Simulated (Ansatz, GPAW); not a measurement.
# 2H-NbSTe 3 layers, 2H (AA') in an electric field, part 2 of 2

How does 2H-NbSTe 3 layers, 2H (AA') screen a perpendicular field?

GPAW 26.7.0 and Ansatz 0.2.0; Ansatz plane waves; layer without images along its normal, relaxation of atoms and in-plane cell, with D3(BJ) dispersion (the session's first sound run).

So far. Step 8 (In a field): The dipole is now 0.0718 e Å, against -0.037 in the run without a field. Step 9 (Field on): The dipole is now 0.179 e Å, against -0.037 in the run without a field.

## (10) In a field

Input file run.py:

```python
import json
import numpy as np
from ase import Atoms
from gpaw import GPAW, PW
from gpaw.external import ConstantElectricField

slab = Atoms(
    ['Te', 'Nb', 'S', 'Te', 'Nb', 'S', 'Te', 'Nb', 'S'],
    positions=[
        [-0.00000, 2.00615, 9.00000],
        [0.00000, -0.00000, 10.95934],
        [-0.00000, 2.00615, 12.38853],
        [0.00000, -0.00000, 15.41813],
        [-0.00000, 2.00615, 17.38008],
        [0.00000, -0.00000, 18.80788],
        [-0.00000, 2.00615, 21.83557],
        [0.00000, -0.00000, 23.80761],
        [-0.00000, 2.00615, 25.22471]],
    cell=[[3.47475, 0.0, 0.0], [-1.73738, 3.00922, -0.0], [0.0, -0.0, 34.2247]],
    pbc=[True, True, False])

slab.calc = GPAW(mode=PW(400), xc='PBE', kpts={'size': (9, 9, 1), 'gamma': True},
                 occupations={'name': 'fermi-dirac', 'width': 0.05}, nbands='160%',
                 convergence={'density': 1e-05}, maxiter=200,
                 poissonsolver={'dipolelayer': 'xy'},
                 external=ConstantElectricField(0.3, [0, 0, 1]),
                 symmetry={'tolerance': 1e-3}, txt='slab.txt')
result = {}
energy = slab.get_potential_energy()
fermi = slab.calc.get_fermi_level()
v = slab.calc.get_electrostatic_potential().mean((0, 1)) - fermi
n = slab.calc.get_pseudo_density().mean((0, 1))
L = slab.cell[2, 2]
z = np.arange(len(v)) * L / len(v)
low, high = slab.positions[:, 2].min(), slab.positions[:, 2].max()
below, above = np.interp([low - 6.8, high + 6.8], z, v)
slopes = [np.interp(x, z, np.gradient(v, z)) for x in (low - 6.8, high + 6.8)]
eps = np.array([[slab.calc.get_eigenvalues(k, s) for k in range(len(slab.calc.get_ibz_k_points()))]
                for s in range(slab.calc.get_number_of_spins())]) - fermi
top, bottom = eps[eps < 0].max(), eps[eps > 0].min()
dipole = slab.get_dipole_moment()[2]
print(f'energy {energy:.4f} eV, Fermi level {fermi:.4f} eV, dipole {dipole:.5f} e A')
print(f'potential 6.8 A off the faces, from the Fermi level: lower {below:.4f} eV, upper {above:.4f} eV')
print(f'slope of the potential there: lower {slopes[0]:.5f}, upper {slopes[1]:.5f} eV/A')
print(f'nearest levels on the mesh: {top:.4f} and {bottom:.4f} eV')
print('magnetic moment', round(slab.get_magnetic_moment(), 3))
result.update(energy=energy, fermi=fermi, dipole=dipole, below=below, above=above, slopes=slopes, edges=[top, bottom],
              z=z.tolist(), v=v.tolist(), n=n.tolist(), positions=slab.positions.tolist(),
              forces=slab.get_forces(apply_constraint=False).tolist(), moments=slab.get_magnetic_moments().tolist())
json.dump(result, open('result.json', 'w'))
```

The run is started by

```console
OMP_NUM_THREADS=1 OPENBLAS_NUM_THREADS=1 python run.py
```

The job ended after 11 min (1 thread of Intel Xeon Platinum 8488C (Sapphire Rapids), shared host; peak memory 0.62 GiB).

The electrostatic potential energy of an electron (without an applied field's), less the Fermi level, planar mean oscillates, so the rows of the table below give means over windows of 1.93 Å about each position, cut where the curve ends. Its maxima inside the range that stand out by 2 % of the span (Å: eV): 3.7: 7.74, 9.9: -1.09, 11.8: -5.07, 13.7: 5.10, 16.4: -2.97, 18.2: -7.02, 20.1: 3.16, 22.8: -4.86, 24.6: -9.12. Its minima: 9.0: -18.9, 11.0: -16.5, 12.4: -14.0, 15.4: -20.8, 17.4: -18.4, 18.8: -15.9, 21.8: -22.8, 23.9: -20.4, 25.2: -17.9.

Electrostatic potential energy of an electron (without an applied field's), less the Fermi level, planar mean against z; means over each step:

```csv
z (Å),"electrostatic potential energy of an electron (without an applied field's), less the Fermi level, planar mean (eV)"
0.96,7.50
2.90,7.74
4.83,7.74
6.76,7.35
8.69,-7.40
10.62,-8.40
12.55,-4.93
14.48,-3.09
16.41,-10.4
18.34,-11.7
20.27,0.484
22.20,-12.7
24.13,-14.2
26.06,-3.89
27.99,2.77
29.92,2.79
31.85,2.79
33.78,2.98
```

The dipole is now 0.286 e Å, against -0.037 in the run without a field.

## (11) The series

The members are put on one axis.

This step: induced dipole against applied field (GPAW 26.7.0).

Dipole along the normal against field:

```csv
field (V/Å),dipole along the normal (e·Å)
-0.200,-0.249
-0.100,-0.142
-0.050,-0.0888
0.000,-0.0367
0.050,0.0183
0.100,0.0718
0.200,0.179
0.300,0.286
```

## (12) A changed run

One more run, with changed settings.

This step: GPAW, PAW setups; slab in vacuum (GPAW 26.7.0).

Edit run.py of step 10 so:

```diff
@@ -4,3 +4,2 @@
 from gpaw import GPAW, PW
-from gpaw.external import ConstantElectricField
 
@@ -21,7 +20,6 @@
 
-slab.calc = GPAW(mode=PW(400), xc='PBE', kpts={'size': (9, 9, 1), 'gamma': True},
+slab.calc = GPAW(mode=PW(400), xc='pbe96', kpts={'size': (9, 9, 1), 'gamma': True},
                  occupations={'name': 'fermi-dirac', 'width': 0.05}, nbands='160%',
-                 convergence={'density': 1e-05}, maxiter=200,
+                 convergence={'density': 1e-05}, maxiter=100,
                  poissonsolver={'dipolelayer': 'xy'},
-                 external=ConstantElectricField(0.3, [0, 0, 1]),
                  symmetry={'tolerance': 1e-3}, txt='slab.txt')
```

Elapsed: 0.91 s, on 1 thread; peak memory 0.1 GiB.

The input was rejected at the start.

The program's message: “NameError: Unknown functional: pbe96.”

The change that led to it: xc = "pbe96".

## (13) What came out

| Quantity | Value |
| --- | --- |
| work function, upper and lower face | 5.514 and 4.905 eV |
| dipole along the normal | -0.0367 e Å |
| induced dipole per field | 1.07 e Å per V/Å |
| out-of-plane polarisability per area, α/(ε0 A) | 18.5 Å |

What this shows: The field induces 1.07 e Å per V/Å, a polarisable thickness α/(ε0 A) of 18.5 Å beside 16.2 Å between the outermost nuclei. A perfect conductor would give the distance between its two image planes; a dielectric of thickness t gives t(1 - 1/ε). The two faces differ by 0.61 eV, the step that the slab's dipole makes (e p/(ε0 A) gives 0.63 eV), so the dipole layer is needed. The induced dipole is linear in the field over this range. The starting lattice was a guess from atomic radii; the relaxation moved it by -4 %. The layers' spacing was relaxed with a D3(BJ) dispersion term, which the later single points do not need. The layers are stacked as in 2H-MoS2, metal under chalcogen; real 2H crystals of Nb and Ta chalcogenides stack metal over metal. The cell holds an odd number of electrons, so without spin polarisation it must come out metallic and without a moment, whatever its true state. The layer's cell and atoms come from the relaxation; spin-orbit coupling and temperature are left out.

[Logs are printed without paths, hosts, clocks, repeated set-up lines and the standing remarks that a program may print on its own settings, such as how far it seeks lower states.]

[Hosts, paths, dates, database ids (printed as entryN), source tags and the programs' standing remarks are cut or masked in the printed files.]
